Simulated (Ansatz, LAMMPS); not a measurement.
## Glassy 97GeO2-3Na2O (mol %) (93 atoms): a short ab initio trajectory

How do the atoms of glassy 97GeO2-3Na2O (mol %) (93 atoms) move, and what local order do they keep?

Calculated with Ansatz 0.2.0; Kohn-Sham DFT, PBE, PAW (set soft_2), plane waves.

### 1. Set-up

The cell holds 93 atoms: 30 Ge, 2 Na and 61 O. Its edges and angles: a = 11.329 Å, b = 11.329 Å, c = 11.329 Å, α = 90.0°, β = 90.0°, γ = 90.0°. 93 atoms (30 Ge, 2 Na, 61 O) placed at random at 3.66 g/cm³, melted at 4000 K for 10 ps at fixed volume with the Morse and Coulomb pair potential with partial charges (Pedone, Malavasi, Menziani, Cormack and Segre, J. Phys. Chem. B 110, 11780 (2006)). Quenched from 4000 K to 300 K at 60 K/ps and fixed volume, held 10 ps at zero pressure.

What the set-up can't give: The quench rate of 60 K/ps is orders of magnitude faster than experiment, which tends to freeze in extra defects. The starting topology of bonds comes from the classical model, and needn't be the one that DFT or experiment would give. Sampling is at Γ alone, for a cell whose shortest periodic width is 11 Å.

### 2. Dynamics started at 400 K

A Nosé–Hoover thermostat steers the temperature while disturbing the dynamics little. The time step is 1.0 fs.

Input file input.yaml:

```yaml
crystal:
  lattice:
    - [11.32922, 0.0, 0.0]
    - [0.0, 11.32922, 0.0]
    - [0.0, 0.0, 11.32922]
  atoms:
    - { symbol: Ge, position: [0.75246, 0.08085, 0.45913] }
    - { symbol: Ge, position: [0.02045, 0.48333, 0.16926] }
    - { symbol: Ge, position: [0.91233, 0.46008, 0.5244] }
    - { symbol: Ge, position: [0.00532, 0.14949, 0.12531] }
    [... 83 atom lines left out ...]
    - { symbol: O, position: [0.58248, 0.59389, 0.05359] }
    - { symbol: O, position: [0.38006, 0.70608, 0.04094] }
    - { symbol: O, position: [0.69252, 0.69366, 0.62749] }
    - { symbol: O, position: [0.97944, 0.5861, 0.27392] }
    - { symbol: O, position: [0.65989, 0.11046, 0.58168] }
    - { symbol: O, position: [0.90454, 0.38185, 0.15661] }
kpoints:
  mp_grid: { grid: [1, 1, 1] }
hamiltonian:
  xc: pbe
scf:
  occupations: { method: fixed }
output:
  forces: true
  stress: true
md:
  timestep: 1.0
  n_steps: 122
  ensemble: nvt_nose_hoover
  temperature: 400
  initial_velocities: maxwell_boltzmann
  seed: 503
```

The run is started by

```console
$ ansatz run input.yaml --threads 4 --pin off --max-ram 8192MiB --backend cpu --events-out ev --progress --plain --runs-dir out
```

Run time: 13 min. Hardware: 4 threads of Intel Xeon 6975P-C (Granite Rapids), shared host; peak memory 2.3 GiB; 47 min of CPU time.

The program notes that the SCF threshold is loose for the stress and it switched symmetry off.

Rows from the run:

| time (fs) | T (K) | potential (meV/atom) | conserved (meV/atom) |
| --- | --- | --- | --- |
| 0.0 | 400 | 0.0 | 0.00 |
| 8.0 | 525 | -16.1 | -0.01 |
| 16.0 | 749 | -45.1 | -0.06 |
| 24.0 | 737 | -45.0 | -0.04 |
| 33.0 | 590 | -28.7 | -0.01 |
| 41.0 | 506 | -20.2 | -0.02 |
| 49.0 | 463 | -16.6 | 0.00 |
| 57.0 | 564 | -31.3 | -0.03 |
| 65.0 | 625 | -41.3 | -0.05 |
| 73.0 | 590 | -39.0 | -0.02 |
| 81.0 | 607 | -43.1 | -0.06 |
| 89.0 | 541 | -36.5 | -0.02 |
| 98.0 | 539 | -38.2 | -0.05 |
| 106.0 | 515 | -36.7 | -0.03 |
| 114.0 | 567 | -45.1 | -0.05 |
| 122.0 | 554 | -45.2 | -0.04 |

Mean square displacement from the first frame to the last: Ge 0.044 Å², Na 0.33 Å², O 0.15 Å².

The mean square displacement by time lag:

| time lag (fs) | Ge (Å²) | Na (Å²) | O (Å²) |
| --- | --- | --- | --- |
| 1.0 | 1.6e-5 | 7.4e-5 | 9.6e-5 |
| 3.0 | 1.5e-4 | 6.7e-4 | 8.6e-4 |
| 6.0 | 5.8e-4 | 0.00266 | 0.00340 |
| 8.0 | 0.00102 | 0.00471 | 0.00596 |
| 11.0 | 0.00190 | 0.00886 | 0.0109 |
| 13.0 | 0.00261 | 0.0123 | 0.0148 |
| 16.0 | 0.00384 | 0.0184 | 0.0214 |
| 18.0 | 0.00474 | 0.0231 | 0.0261 |
| 21.0 | 0.00621 | 0.0310 | 0.0334 |
| 23.0 | 0.00724 | 0.0367 | 0.0384 |
| 26.0 | 0.00883 | 0.0459 | 0.0457 |
| 28.0 | 0.00991 | 0.0524 | 0.0504 |
| 31.0 | 0.0115 | 0.0624 | 0.0572 |
| 33.0 | 0.0126 | 0.0693 | 0.0616 |
| 36.0 | 0.0142 | 0.0798 | 0.0676 |
| 38.0 | 0.0152 | 0.0869 | 0.0714 |
| 41.0 | 0.0167 | 0.0975 | 0.0767 |
| 43.0 | 0.0177 | 0.105 | 0.0799 |
| 46.0 | 0.0191 | 0.115 | 0.0844 |
| 48.0 | 0.0200 | 0.122 | 0.0871 |
| 51.0 | 0.0213 | 0.132 | 0.0908 |
| 53.0 | 0.0221 | 0.139 | 0.0930 |
| 56.0 | 0.0232 | 0.148 | 0.0959 |
| 58.0 | 0.0240 | 0.155 | 0.0976 |
| 61.0 | 0.0251 | 0.164 | 0.0999 |

Over the second half of 122 fs the temperature averages 568 K with swings of 34 K r.m.s. The conserved energy stays within 0.07 meV/atom. From first frame to last Na has the largest mean square displacement, 0.33 Å² at the end; the farthest move is 0.73 Å. The mean temperature of 568 K lies well off the 400 K of the input, so the thermostat hasn't yet brought the run to equilibrium. The run spans 0.12 ps, too short for its means to be equilibrium values.

### 3. Distances and neighbours late in the run

The g(r) is a mean over the second half; what follows it is taken at the last frame.

Density 3.66 g/cm³, 15.64 Å³ an atom.

Mean of 14 frames. g(r), total and by pair (bins of 0.2 Å):

| r (Å) | total | O-O | O-Ge | O-Na | Ge-Ge | Ge-Na | Na-Na |
| --- | --- | --- | --- | --- | --- | --- | --- |
| 1.60 | 0.42 | 0.00 | 0.98 | 0.00 | 0.00 | 0.00 | 0.00 |
| 1.80 | 4.50 | 0.00 | 10.64 | 0.00 | 0.00 | 0.00 | 0.00 |
| 2.00 | 0.17 | 0.00 | 0.37 | 0.41 | 0.00 | 0.00 | 0.00 |
| 2.20 | 0.06 | 0.00 | 0.00 | 2.15 | 0.00 | 0.00 | 0.00 |
| 2.40 | 0.10 | 0.06 | 0.02 | 2.33 | 0.00 | 0.00 | 0.00 |
| 2.60 | 0.54 | 1.10 | 0.07 | 1.48 | 0.00 | 0.00 | 0.00 |
| 2.80 | 1.50 | 3.31 | 0.14 | 0.93 | 0.00 | 0.00 | 0.00 |
| 3.00 | 1.32 | 2.67 | 0.15 | 0.57 | 0.74 | 1.78 | 0.00 |
| 3.20 | 0.95 | 1.07 | 0.34 | 0.27 | 3.13 | 0.95 | 0.00 |
| 3.40 | 0.96 | 0.78 | 0.67 | 1.05 | 2.55 | 3.38 | 0.00 |
| 3.60 | 0.80 | 0.61 | 0.94 | 1.12 | 0.69 | 2.64 | 0.00 |
| 3.80 | 0.83 | 0.60 | 1.20 | 0.64 | 0.34 | 0.57 | 0.00 |
| 4.00 | 0.89 | 0.55 | 1.31 | 0.98 | 0.50 | 1.14 | 0.00 |
| 4.20 | 1.06 | 0.56 | 1.54 | 1.48 | 1.10 | 0.51 | 0.00 |
| 4.40 | 1.22 | 0.74 | 1.85 | 1.22 | 0.76 | 0.46 | 0.00 |
| 4.60 | 1.23 | 0.89 | 1.61 | 0.99 | 1.06 | 2.23 | 0.00 |
| 4.80 | 0.95 | 0.97 | 0.94 | 0.98 | 1.02 | 0.51 | 0.00 |
| 5.00 | 1.04 | 1.31 | 0.68 | 1.42 | 1.26 | 1.16 | 0.00 |
| 5.20 | 1.10 | 1.53 | 0.71 | 0.92 | 1.09 | 0.77 | 0.00 |
| 5.40 | 1.07 | 1.36 | 0.62 | 1.22 | 1.58 | 1.43 | 0.00 |
| 5.60 | 1.04 | 1.26 | 0.84 | 0.99 | 0.95 | 0.86 | 0.00 |

Bonds by pair of elements; cutoffs follow the first minimum of g(r), held within bounds set by covalent radii, and pairs that aren't listed don't count as bonded:

| pair A-B | cutoff (Å) | bonds | mean length (Å) | spread (Å) | shortest (Å) | B about A | A about B |
| --- | --- | --- | --- | --- | --- | --- | --- |
| O-Ge | 2.23 | 120 | 1.79 | 0.053 | 1.66 | 1.97 | 4 |
| O-Na | 2.73 | 8 | 2.41 | 0.133 | 2.17 | 0.131 | 4 |

The cutoff for O-Na falls short of the minimum of g(r), so counts run low and odd coordinations can be artefacts.

How many atoms have how many bonded neighbours:

| element | mean | 2 | 3 | 4 |
| --- | --- | --- | --- | --- |
| Ge | 4 | 0 | 0 | 30 |
| Na | 4 | 0 | 0 | 2 |
| O | 2.10 | 55 | 6 | 0 |

Bond angles (no mean is given where the spread exceeds 20°):

| angle | count | mean (°) | spread (°) |
| --- | --- | --- | --- |
| O-Ge-O | 180 | 109 | 10.2 |
| Ge-O-Ge | 59 | 136 | 14.6 |
| Ge-O-Na | 14 | 110 | 18.6 |
| O-Na-O | 12 | - | - |

Oxygen atoms by the number of network formers (Si, P, Ge, B, Al, As, Ga) bound to them:

| network formers bound to O | O atoms | per cent |
| --- | --- | --- |
| 0 | 0 | 0 |
| 1 | 2 | 3.3 |
| 2 | 59 | 96.7 |

Network units: each former by its oxygen neighbours and how many of them bridge to another former:

| former | O neighbours | bridging O | atoms |
| --- | --- | --- | --- |
| Ge | 4 | 3 | 2 |
| Ge | 4 | 4 | 28 |

Bond length by coordination (bonds to H left out):

| element | coordination | atoms | mean bond length (Å) |
| --- | --- | --- | --- |
| O | 2 | 55 | 1.80 |
| O | 3 | 6 | 2.01 |

Rings of the network by King's shortest-path rule, up to 12 atoms, one path for each pair of neighbours; H, halogens, alkali and alkaline-earth atoms are left out, and the last column divides by all other atoms, bonded or not:

| ring size (atoms) | rings | per network atom |
| --- | --- | --- |
| 8 | 2 | 0.022 |
| 10 | 12 | 0.132 |
| 12 | 19 | 0.209 |

For some of the pairs, g(r) has its first main peak near 2.9 Å (O-O), 1.8 Å (O-Ge), 2.5 Å (O-Na) and 3.3 Å (Ge-Ge). The O-Ge-O angle averages 109° with a spread of 10°. 97 % of the oxygens bridge two formers (Ge) and 3 % are non-bridging. The commonest Ge unit has 4 oxygens, 4 of them shared with other formers (28 of 30 atoms). Rings of 12 atoms are the most common (58 % of those counted); sizes run from 8 to 12, where the search stops.

### 4. Single point at the last frame

The last frame is solved again with fuller output, to read the electronic structure of a thermally displaced geometry.

Input file input.yaml:

```yaml
crystal:
  lattice:
    - [11.32922, 0.0, 0.0]
    - [0.0, 11.32922, 0.0]
    - [0.0, 0.0, 11.32922]
  atoms:
    - { symbol: Ge, position: [0.74348, 0.0853, 0.42064] }
    - { symbol: Ge, position: [0.02395, 0.47997, 0.18301] }
    - { symbol: Ge, position: [0.92711, 0.46024, 0.54513] }
    - { symbol: Ge, position: [0.01026, 0.14315, 0.13118] }
    [... 83 atom lines left out ...]
    - { symbol: O, position: [0.59493, 0.5433, 0.05381] }
    - { symbol: O, position: [0.40774, 0.70039, 0.08743] }
    - { symbol: O, position: [0.6999, 0.6793, 0.65503] }
    - { symbol: O, position: [0.98527, 0.57601, 0.29983] }
    - { symbol: O, position: [0.64243, 0.10138, 0.54822] }
    - { symbol: O, position: [0.91978, 0.36926, 0.16519] }
kpoints:
  mp_grid: { grid: [1, 1, 1] }
hamiltonian:
  xc: pbe
scf:
  occupations: { method: fixed }
output:
  forces: true
  stress: true
  populations: true
  dos:
    method: { smearing: { sigma: 0.08 } }
    de: 0.1
    projected: { site_lists: { Ge: [Ge], Na: [Na], O: [O] } }
  eigenvalues: true
  write_density: true
  write_potential: true
  volumetric_format: npy
```

Wall time 16 s (4 threads); peak memory 2.3 GiB.

The program notes that the exchange-correlation potential is rough where the density is thin.

The run gave:

* free energy: -166417.5854 eV
* free energy per atom: -1789.4364 eV/atom
* SCF cycles: 11
* pressure: -2.298 GPa
* r.m.s. force component: 0.9098 eV/Å
* longest force: 3.667 eV/Å
* Fermi energy: 4.379 eV
* gap (highest filled to lowest empty level): 0.4095 eV
* spilling of the projection: 0.005104

Length of the force by element:

| element | coordination | atoms | mean length of the force (eV/Å) | spread | least | most |
| --- | --- | --- | --- | --- | --- | --- |
| Ge | all | 30 | 1.78 | 0.817 | 0.284 | 3.19 |
| Na | all | 2 | 0.115 | 0.0211 | 0.0942 | 0.136 |
| O | all | 61 | 1.21 | 0.654 | 0.0768 | 3.67 |

Löwdin charges by element (they lack the spilled electrons, 0.044 e an atom on average):

| element | coordination | atoms | mean charge (e) | spread | least | most |
| --- | --- | --- | --- | --- | --- | --- |
| Ge | all | 30 | 1.55 | 0.0424 | 1.46 | 1.63 |
| Na | all | 2 | 0.819 | 3.0e-4 | 0.819 | 0.820 |
| O | all | 61 | -0.724 | 0.0334 | -0.845 | -0.645 |

Density of states as counts of states in windows of 1 eV (from the Fermi level), total and the larger projections:

| from (eV) | to (eV) | total | O p | Ge p | Ge s | O s |
| --- | --- | --- | --- | --- | --- | --- |
| -18 | -17 | 26.0 | 0.2 | 3.8 | 0.3 | 20.8 |
| -17 | -16 | 0.3 | 0.0 | 0.0 | 0.0 | 0.2 |
| -16 | -15 | 3.7 | 0.1 | 0.4 | 0.2 | 3.0 |
| -15 | -12 | 0.0 | 0.0 | 0.0 | 0.0 | 0.0 |
| -12 | -11 | 1.2 | 0.7 | 0.0 | 0.4 | 0.0 |
| -11 | -10 | 12.6 | 7.0 | 0.4 | 4.6 | 0.6 |
| -10 | -9 | 12.6 | 7.0 | 0.6 | 4.0 | 0.8 |
| -9 | -8 | 17.7 | 10.3 | 1.5 | 4.4 | 1.3 |
| -8 | -7 | 13.4 | 8.4 | 1.8 | 2.3 | 0.8 |
| -7 | -6 | 31.0 | 22.6 | 7.1 | 0.5 | 0.4 |
| -6 | -5 | 33.0 | 24.5 | 6.9 | 0.5 | 0.7 |
| -5 | -4 | 41.3 | 33.0 | 4.8 | 0.6 | 2.2 |
| -4 | -3 | 74.0 | 66.6 | 3.9 | 0.5 | 1.9 |
| -3 | -2 | 89.3 | 85.0 | 1.8 | 0.3 | 1.0 |
| -2 | -1 | 31.8 | 30.8 | 0.4 | 0.1 | 0.2 |
| -1 | 0 | 6.5 | 6.0 | 0.2 | 0.0 | 0.1 |
| 0 | 1 | 3.5 | 2.0 | 0.1 | 0.9 | 0.4 |
| 1 | 2 | 6.0 | 2.0 | 0.7 | 2.5 | 0.7 |
| 2 | 3 | 16.2 | 5.1 | 2.2 | 6.6 | 1.9 |
| 3 | 4 | 15.0 | 4.6 | 2.8 | 5.7 | 1.6 |
| 4 | 5 | 15.6 | 4.2 | 4.7 | 4.5 | 1.5 |

The curve was stored every 0.10 eV, coarse against its broadening of 0.08 eV, so these counts are rough.

With fixed occupations the program's Fermi level is the highest filled level.

Between -26 and -18 eV lie 404 more states.

The levels nearest the highest filled one (over half full), pooled over k-points and spins:

| level less the highest filled one (eV) | occupation |
| --- | --- |
| -1.48 | 2 |
| -1.30 | 2 |
| -0.648 | 2 |
| -0.472 | 2 |
| -0.293 | 2 |
| 0 | 2 |
| 0.409 | 0 |
| 1.63 | 0 |
| 1.74 | 0 |
| 1.85 | 0 |
| 2.08 | 0 |
| 2.15 | 0 |

Mean Löwdin charges: Ge +1.55, Na +0.82, O -0.72 e (they miss 0.51 % of the electrons, so they add up to more than the cell's charge). The largest share in the top eV of filled states is O p (95 % of the projected weight), and in the lowest eV of empty states Ge s (48 % of the projected weight).

### 5. Results

```json
{
  "mean temperature, second half": "568.4 K",
  "temperature swing, second half": "34.4 K",
  "mean pressure, second half": "0.1729 GPa",
  "slope of the conserved energy against time, by least squares": "-0.2268 meV/atom/ps",
  "free energy per atom": "-1789.4364 eV/atom",
  "pressure": "-2.298 GPa",
  "r.m.s. force component": "0.9098 eV/Å",
  "gap (highest filled to lowest empty level)": "0.4095 eV",
  "wall time of the 2 DFT runs": "13 min"
}
```

**Reading.** Over the second half of 122 fs the temperature averages 568 K with swings of 34 K r.m.s. The conserved energy stays within 0.07 meV/atom. The mean temperature of 568 K lies well off the 400 K of the input, so the thermostat hasn't yet brought the run to equilibrium. The run spans 0.12 ps, too short for its means to be equilibrium values. 97 % of the oxygens bridge two formers (Ge) and 3 % are non-bridging. The highest filled and lowest empty levels differ by 0.409 eV (at Γ alone); a semilocal functional tends to put such gaps too low. In a disordered cell it changes from sample to sample, and tail or defect levels can set it.

What to keep in mind: The stress is far from hydrostatic: its diagonal is -1.8, -0.7, -4.4 GPa, compression counted positive. The pressure of -2.3 GPa is that of one thermal frame at a volume set beforehand, without the kinetic term.

[Logs are printed without paths, hosts, clocks, repeated set-up lines and the standing remarks that a program may print on its own settings, such as how far it seeks lower states.]

[Hosts, paths, dates, database ids (printed as entryN), source tags and the programs' standing remarks are cut or masked in the printed files.]
